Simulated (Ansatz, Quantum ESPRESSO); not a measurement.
# Ir (Fm-3m): electron–phonon coupling with Quantum ESPRESSO, part 4 of 4

Each step names its level of theory.

So far, highest frequency, solved or plainly interpolated (cm⁻¹): step 4 (second program, linear response: Fermi–Dirac smearing of 0.1 eV) 186; step 5 (deformation potentials: PseudoDojo files, cutoff 925.187 eV, Fermi–Dirac …, PBE PseudoDojo norm-conserving) 193. The relaxed cell has a = 3.871 Å (conventional setting).

**7. Phonons and couplings with ph.x: Fermi–Dirac smearing of 0.1 eV**

Level of this step: DFT PBE, scalar-relativistic, plane waves, PseudoDojo 0.4.1 norm-conserving pseudopotentials (Quantum ESPRESSO).

ph.x gives each mode's frequency and linewidth; λ of a mode follows from Gaussian double-delta sums over the k mesh, here at four widths.

File ph.in:

```
phonons and couplings
&inputph
   prefix = 'x'
   outdir = './tmp'
   tr2_ph = 1.0d-15
   fildyn = 'x.dyn'
   fildvscf = 'dvscf'
   ldisp = .true.
   nq1 = 2
   nq2 = 2
   nq3 = 2
   electron_phonon = 'simple'
   el_ph_ngauss = 0
   el_ph_sigma = 0.00734986
   el_ph_nsigma = 4
   alpha_mix(1) = 0.5
   amass(1) = 192.217
/
```

The run is started by

```bash
OMP_NUM_THREADS=1 mpirun -n 4 ph.x -nk 4 -in ph.in > ph.x.log
```

The program printed:

```text
[banner, memory and clock lines left out]
Program PHONON v.7.5

     ./tmp/x.save/

     IMPORTANT: XC functional enforced from input :
     Exchange-correlation= PBE
                           (   1   4   3   4   0   0   0)
     Any further DFT definition will be discarded
     Please, verify this is what you really want

     G-vector sticks info

     Reading collected, re-writing distributed wavefunctions in ./tmp/

     Dynamical matrices for ( 2, 2, 2)  uniform grid of q-points
     (   3 q-points):
       N         xq(1)         xq(2)         xq(3)
       1   0.000000000   0.000000000   0.000000000
       2  -0.353553391  -0.353553391   0.353553391
       3  -0.707106781   0.000000000   0.000000000

     Number and degeneracy of irreps per q-point
       N         xq(1)         xq(2)         xq(3)   N irreps
       1   0.000000000   0.000000000   0.000000000       1
        3
       2  -0.353553391  -0.353553391   0.353553391       2
        1   2
       3  -0.707106781   0.000000000   0.000000000       2
        1   2

     Saving dvscf to file. Distribute only q points, not irreducible representations.

     Calculation of q =    0.0000000   0.0000000   0.0000000

     phonons and couplings

     bravais-lattice index     =            0
     lattice parameter (alat)  =       5.1728  a.u.
     unit-cell volume          =      97.8704 (a.u.)^3
     number of atoms/cell      =            1
     number of atomic types    =            1
     kinetic-energy cut-off    =      68.0000  Ry
     charge density cut-off    =     272.0000  Ry
     convergence threshold     =      1.0E-15
     beta                      =       0.5000
     number of iterations used =            4
     Exchange-correlation= PBE
                           (   1   4   3   4   0   0   0)

     celldm(1)=    5.17276  celldm(2)=    0.00000  celldm(3)=    0.00000
     celldm(4)=    0.00000  celldm(5)=    0.00000  celldm(6)=    0.00000

     crystal axes: (cart. coord. in units of alat)
               a(1) = (  0.0000  0.7071  0.7071 )
               a(2) = (  0.7071  0.0000  0.7071 )
               a(3) = (  0.7071  0.7071  0.0000 )

     reciprocal axes: (cart. coord. in units 2 pi/alat)
               b(1) = ( -0.7071  0.7071  0.7071 )
               b(2) = (  0.7071 -0.7071  0.7071 )
               b(3) = (  0.7071  0.7071 -0.7071 )

     Atoms inside the unit cell:

     Cartesian axes

     site n.  atom      mass           positions (alat units)
        1  Ir    192.2170   tau(    1) = (    0.00000    0.00000    0.00000  )

     Computing dynamical matrix for
                    q = (   0.0000000   0.0000000   0.0000000 )

     49 Sym.Ops. (with q -> -q+G )

     G cutoff =  184.3544  (   7391 G-vectors)     FFT grid: ( 27, 27, 27)

     number of k points=    47  Fermi-Dirac smearing, width (Ry)=  0.0073

     PseudoPot. # 1 for Ir read from file:
     ./pseudo/Ir.upf
     Pseudo is Norm-conserving + core correction, Zval = 17.0
     Using radial grid of 1310 points,  8 beta functions with:
                l(1) =   0
                l(2) =   0
                l(3) =   1
                l(4) =   1
                l(5) =   2
                l(6) =   2
                l(7) =   3
                l(8) =   3

     Mode symmetry, O_h (m-3m)  point group:

     Atomic displacements:
     There are    1 irreducible representations

     Representation     1      3 modes -  To be done

     Alpha used in Ewald sum =   2.7000

     Representation #   1 modes #   1   2   3

     Self-consistent Calculation

     Pert. #  1: Fermi energy shift (Ry) =     1.3097E-24    -1.4498E-37
     Pert. #  2: Fermi energy shift (Ry) =     1.3786E-24    -2.7428E-38
     Pert. #  3: Fermi energy shift (Ry) =     1.3097E-24     1.0579E-37

      thresh= 1.000E-02 alpha_mix =  0.500 |ddv_scf|^2 =  1.242E-05

     Pert. #  1: Fermi energy shift (Ry) =     1.0340E-25     2.4489E-40
     Pert. #  2: Fermi energy shift (Ry) =     6.8932E-25    -4.8979E-40
     Pert. #  3: Fermi energy shift (Ry) =     6.8932E-26     1.7143E-39

      thresh= 3.525E-04 alpha_mix =  0.500 |ddv_scf|^2 =  3.462E-07

     Pert. #  1: Fermi energy shift (Ry) =    -8.6165E-25    -2.2959E-41
     Pert. #  2: Fermi energy shift (Ry) =     3.4466E-25     1.6837E-40
     Pert. #  3: Fermi energy shift (Ry) =    -4.1359E-25    -2.2959E-41

      thresh= 5.884E-05 alpha_mix =  0.500 |ddv_scf|^2 =  5.506E-09

     Pert. #  1: Fermi energy shift (Ry) =     0.0000E+00    -4.5918E-41
     Pert. #  2: Fermi energy shift (Ry) =     9.6504E-25     9.1835E-41
     Pert. #  3: Fermi energy shift (Ry) =    -1.3097E-24    -3.0612E-41

      thresh= 7.420E-06 alpha_mix =  0.500 |ddv_scf|^2 =  4.647E-11

     Pert. #  1: Fermi energy shift (Ry) =     5.5145E-25     1.4588E-41
     Pert. #  2: Fermi energy shift (Ry) =     2.4126E-24     1.1958E-41
     Pert. #  3: Fermi energy shift (Ry) =     1.3097E-24     1.1958E-42

      thresh= 6.817E-07 alpha_mix =  0.500 |ddv_scf|^2 =  1.286E-12

     Pert. #  1: Fermi energy shift (Ry) =    -1.5854E-24     3.1090E-42
     Pert. #  2: Fermi energy shift (Ry) =    -8.2718E-25    -1.9132E-42
     Pert. #  3: Fermi energy shift (Ry) =     3.7912E-25    -6.9355E-42

      thresh= 1.134E-07 alpha_mix =  0.500 |ddv_scf|^2 =  8.334E-14

     Pert. #  1: Fermi energy shift (Ry) =     1.7233E-25     5.8593E-42
     Pert. #  2: Fermi energy shift (Ry) =     5.5145E-25    -5.1418E-42
     Pert. #  3: Fermi energy shift (Ry) =    -5.5145E-25    -2.7503E-42

      thresh= 2.887E-08 alpha_mix =  0.500 |ddv_scf|^2 =  2.919E-16

     End of self-consistent calculation

     Convergence has been achieved

     Number of q in the star =    1
     List of q in the star:
          1   0.000000000   0.000000000   0.000000000

     Diagonalizing the dynamical matrix

     q = (    0.000000000   0.000000000   0.000000000 )

 **************************************************************************
     freq (    1) =       0.087829 [THz] =       2.929644 [cm-1]
     freq (    2) =       0.087829 [THz] =       2.929644 [cm-1]
     freq (    3) =       0.087829 [THz] =       2.929644 [cm-1]
 **************************************************************************

     Mode symmetry, O_h (m-3m)  point group:

     freq (   1-   3) =          2.9  [cm-1]   --> T_1u G_15  G_4- I

     Gaussian Broadening:   0.007 Ry, ngauss=   0
     DOS =  7.941838 states/spin/Ry/Unit Cell at Ef= 25.184079 eV
     double delta at Ef =932.756656
     lambda(    1)=  0.0000   gamma=    0.00 GHz
     lambda(    2)=  0.0000   gamma=    0.00 GHz
     lambda(    3)=  0.0000   gamma=    0.00 GHz

     Gaussian Broadening:   0.015 Ry, ngauss=   0
[...]
DOS =  7.149934 states/spin/Ry/Unit Cell at Ef= 25.175448 eV
     double delta at Ef = 42.014100
     lambda(    1)=  0.0714   gamma=    5.21 GHz
[...]
Gaussian Broadening:   0.022 Ry, ngauss=   0
     DOS =  6.803773 states/spin/Ry/Unit Cell at Ef= 25.158442 eV
     double delta at Ef = 61.323395
[...]
Gaussian Broadening:   0.029 Ry, ngauss=   0
     DOS =  6.573948 states/spin/Ry/Unit Cell at Ef= 25.137015 eV
     double delta at Ef = 73.459401
[...]
Calculation of q =   -0.7071068   0.0000000   0.0000000

     G-vector sticks info

     Title:
     phonons and couplings

     bravais-lattice index     =            0
     lattice parameter (alat)  =       5.1728  a.u.
     unit-cell volume          =      97.8704 (a.u.)^3
     number of atoms/cell      =            1
     number of atomic types    =            1
     number of electrons       =        17.00
     number of Kohn-Sham states=           16
     kinetic-energy cutoff     =      68.0000  Ry
     charge density cutoff     =     272.0000  Ry
     Exchange-correlation= PBE
                           (   1   4   3   4   0   0   0)

     celldm(1)=   5.172758  celldm(2)=   0.000000  celldm(3)=   0.000000
     celldm(4)=   0.000000  celldm(5)=   0.000000  celldm(6)=   0.000000

     crystal axes: (cart. coord. in units of alat)
               a(1) = (   0.000000   0.707107   0.707107 )
               a(2) = (   0.707107   0.000000   0.707107 )
               a(3) = (   0.707107   0.707107   0.000000 )

     reciprocal axes: (cart. coord. in units 2 pi/alat)
               b(1) = ( -0.707107  0.707107  0.707107 )
               b(2) = (  0.707107 -0.707107  0.707107 )
               b(3) = (  0.707107  0.707107 -0.707107 )

     PseudoPot. # 1 for Ir read from file:
     ./pseudo/Ir.upf
     Pseudo is Norm-conserving + core correction, Zval = 17.0
     Using radial grid of 1310 points,  8 beta functions with:
[...]
atomic species   valence    mass     pseudopotential
     Ir               17.00   192.21700     Ir( 1.00)

     48 Sym. Ops., with inversion, found

   Cartesian axes

     site n.     atom                  positions (alat units)
         1        Ir     tau(   1) = (   0.0000000   0.0000000   0.0000000  )

     number of k points=   204  Fermi-Dirac smearing, width (Ry)=  0.0073

     Number of k-points >= 100: set verbosity='high' to print them.

     Dense  grid:     7391 G-vectors     FFT dimensions: (  27,  27,  27)

     The potential is recalculated from file :
     ./tmp/_ph0/x.q_3/x.save/charge-density

     Starting wfcs are   10 atomic +    6 random wfcs

     Band Structure Calculation
     Davidson diagonalization with overlap

     ethr =  5.88E-11,  avg # of iterations = 15.1

     End of band structure calculation

     Number of k-points >= 100: set verbosity='high' to print the bands.

     the Fermi energy is    25.1673 ev

     Writing config to output data dir ./tmp/_ph0/x.q_3/x.save/ :
     XML data file

     phonons and couplings

     bravais-lattice index     =            0
     lattice parameter (alat)  =       5.1728  a.u.
     unit-cell volume          =      97.8704 (a.u.)^3
     number of atoms/cell      =            1
     number of atomic types    =            1
     kinetic-energy cut-off    =      68.0000  Ry
     charge density cut-off    =     272.0000  Ry
     convergence threshold     =      1.0E-15
     beta                      =       0.5000
     number of iterations used =            4
     Exchange-correlation= PBE
                           (   1   4   3   4   0   0   0)

     celldm(1)=    5.17276  celldm(2)=    0.00000  celldm(3)=    0.00000
     celldm(4)=    0.00000  celldm(5)=    0.00000  celldm(6)=    0.00000

     crystal axes: (cart. coord. in units of alat)
               a(1) = (  0.0000  0.7071  0.7071 )
               a(2) = (  0.7071  0.0000  0.7071 )
               a(3) = (  0.7071  0.7071  0.0000 )

     reciprocal axes: (cart. coord. in units 2 pi/alat)
               b(1) = ( -0.7071  0.7071  0.7071 )
               b(2) = (  0.7071 -0.7071  0.7071 )
               b(3) = (  0.7071  0.7071 -0.7071 )

     Atoms inside the unit cell:

     Cartesian axes

     site n.  atom      mass           positions (alat units)
        1  Ir    192.2170   tau(    1) = (    0.00000    0.00000    0.00000  )

     Computing dynamical matrix for
                    q = (  -0.7071068   0.0000000   0.0000000 )

     17 Sym.Ops. (with q -> -q+G )

     G cutoff =  184.3544  (   7391 G-vectors)     FFT grid: ( 27, 27, 27)

     number of k points=   204  Fermi-Dirac smearing, width (Ry)=  0.0073

     PseudoPot. # 1 for Ir read from file:
     ./pseudo/Ir.upf
     Pseudo is Norm-conserving + core correction, Zval = 17.0
     Using radial grid of 1310 points,  8 beta functions with:
                l(1) =   0
                l(2) =   0
                l(3) =   1
                l(4) =   1
                l(5) =   2
                l(6) =   2
                l(7) =   3
                l(8) =   3

     Mode symmetry, D_4h(4/mmm) point group:

     Atomic displacements:
     There are    2 irreducible representations

     Representation     1      1 modes -  To be done

     Representation     2      2 modes -  To be done

     Alpha used in Ewald sum =   2.7000

     Representation #   1 mode #   1

     Self-consistent Calculation

[...]
End of self-consistent calculation

     Convergence has been achieved

     Representation #   2 modes #   2   3

     Self-consistent Calculation

      thresh= 1.000E-02 alpha_mix =  0.500 |ddv_scf|^2 =  7.434E-05

      thresh= 8.622E-04 alpha_mix =  0.500 |ddv_scf|^2 =  9.783E-08

      thresh= 3.128E-05 alpha_mix =  0.500 |ddv_scf|^2 =  1.887E-08

      thresh= 1.374E-05 alpha_mix =  0.500 |ddv_scf|^2 =  1.387E-10

      thresh= 1.178E-06 alpha_mix =  0.500 |ddv_scf|^2 =  1.929E-12

      thresh= 1.389E-07 alpha_mix =  0.500 |ddv_scf|^2 =  7.755E-14

      thresh= 2.785E-08 alpha_mix =  0.500 |ddv_scf|^2 =  2.019E-15

      thresh= 4.493E-09 alpha_mix =  0.500 |ddv_scf|^2 =  5.369E-18

     End of self-consistent calculation

     Convergence has been achieved

     Number of q in the star =    3
     List of q in the star:
          1  -0.707106781  -0.000000000   0.000000000
          2   0.000000000  -0.000000000  -0.707106781
          3  -0.000000000  -0.707106781   0.000000000

     Diagonalizing the dynamical matrix

     q = (   -0.707106781   0.000000000   0.000000000 )

 **************************************************************************
     freq (    1) =       4.203371 [THz] =     140.209357 [cm-1]
     freq (    2) =       4.203371 [THz] =     140.209357 [cm-1]
     freq (    3) =       5.484949 [THz] =     182.958190 [cm-1]
 **************************************************************************

     Mode symmetry, D_4h(4/mmm) point group:

     freq (   1-   2) =        140.2  [cm-1]   --> E_u  X_5' M_5'
     freq (   3-   3) =        183.0  [cm-1]   --> A_2u X_4' M_4'

     Gaussian Broadening:   0.007 Ry, ngauss=   0
     DOS =  7.941822 states/spin/Ry/Unit Cell at Ef= 25.184068 eV
     double delta at Ef =289.653947
[...]
Gaussian Broadening:   0.015 Ry, ngauss=   0
     DOS =  7.149934 states/spin/Ry/Unit Cell at Ef= 25.175448 eV
     double delta at Ef =154.037004
[...]
lambda(    2)=  0.2085   gamma=   25.15 GHz
     lambda(    3)=  0.2381   gamma=   48.91 GHz

     Gaussian Broadening:   0.022 Ry, ngauss=   0
     DOS =  6.803773 states/spin/Ry/Unit Cell at Ef= 25.158442 eV
     double delta at Ef =118.384089
     lambda(    1)=  0.2048   gamma=   23.51 GHz
     lambda(    2)=  0.2048   gamma=   23.51 GHz
     lambda(    3)=  0.1806   gamma=   35.30 GHz

     Gaussian Broadening:   0.029 Ry, ngauss=   0
     DOS =  6.573948 states/spin/Ry/Unit Cell at Ef= 25.137015 eV
     double delta at Ef =101.486549
     lambda(    1)=  0.1909   gamma=   21.18 GHz
     lambda(    2)=  0.1909   gamma=   21.18 GHz
     lambda(    3)=  0.1502   gamma=   28.37 GHz
```

Elapsed: 1.8 min, on 4 MPI ranks of Arm Neoverse V1, shared host; 7.4 min of CPU time.

Numbers from this step:

| Item | Value |
| --- | --- |
| omega log against width | 20.25, 17.97, 17.3, 16.94 meV, at widths 0.1 to 0.4 eV |

As ph.x prints them, no sum rule imposed; at the zone centre the sum is no linewidth. Double-delta sums:

```
q1    q2    q3  star  mode  omega (meV)  lambda_q, sigma 0.1 eV  lambda_q, sigma 0.2 eV  lambda_q, sigma 0.3 eV  lambda_q, sigma 0.4 eV  half width at sigma 0.2 (meV)
 0     0     0     1     1       0.3632                       0                       0                       0                       0                              0
 0     0     0     1     2       0.3632                       0                       0                       0                       0                              0
 0     0     0     1     3       0.3632                       0                       0                       0                       0                              0
 0     0  -0.5     4     1        13.52                  0.0061                  0.0714                   0.107                  0.1287                        0.02155
 0     0  -0.5     4     2        13.52                  0.0061                  0.0714                   0.107                  0.1287                        0.02155
 0     0  -0.5     4     3        23.94                  0.0027                  0.0326                  0.0445                  0.0511                        0.03089
 0  -0.5  -0.5     3     1        17.38                  0.1555                  0.2085                  0.2048                  0.1909                          0.104
 0  -0.5  -0.5     3     2        17.38                  0.1555                  0.2085                  0.2048                  0.1909                          0.104
 0  -0.5  -0.5     3     3        22.68                  0.4716                  0.2381                  0.1806                  0.1502                         0.2023
```

Mean over the q mesh without its centre; few wavevectors enter, so none of the widths can be taken as converged. Coupling constant λ, lambda against Gaussian width:

```
Gaussian width (eV)  coupling constant λ, lambda
              0.100                        0.344
              0.200                        0.381
              0.300                        0.401
              0.400                        0.404
```

λ runs from 0.344 at 0.1 eV to 0.404 at 0.4 eV.

**8. What came out**

* phonon run of the rows without a label of their own: PBE, q 2×2×2, k 10×10×10
* coupling λ by Gaussian sums at 0.2 eV, Quantum ESPRESSO, GBRV, cutoff 612 eV, q 3×3×3, k 12×12×12: 0.574
* coupling λ by Gaussian sums at 0.2 eV, Ansatz, PseudoDojo, cutoff 925 eV, q 2×2×2, k 10×10×10: 0.381
* coupling λ by Gaussian sums at 0.2 eV, Quantum ESPRESSO, PseudoDojo, cutoff 925 eV, q 2×2×2, k 10×10×10: 0.381

What this shows: Under gradient-corrected functionals ph.x can misplace modes where the density is low; no frozen-phonon run checks these frequencies. With the same potentials, cutoff and meshes the two programs' mean λ differ by under 0.1 % over the four widths. In the last run that gave them, λ from the Gaussian sums is steady within 18 % between widths of 0.1 and 0.4 eV; these sums hold few wavevectors and leave out the zone centre. Spin–orbit coupling, left out here, matters for Ir.

[Logs are printed without paths, hosts, clocks, repeated set-up lines and the standing remarks that a program may print on its own settings, such as how far it seeks lower states.]

[Hosts, paths, dates, database ids (printed as entryN), source tags and the programs' standing remarks are cut or masked in the printed files.]
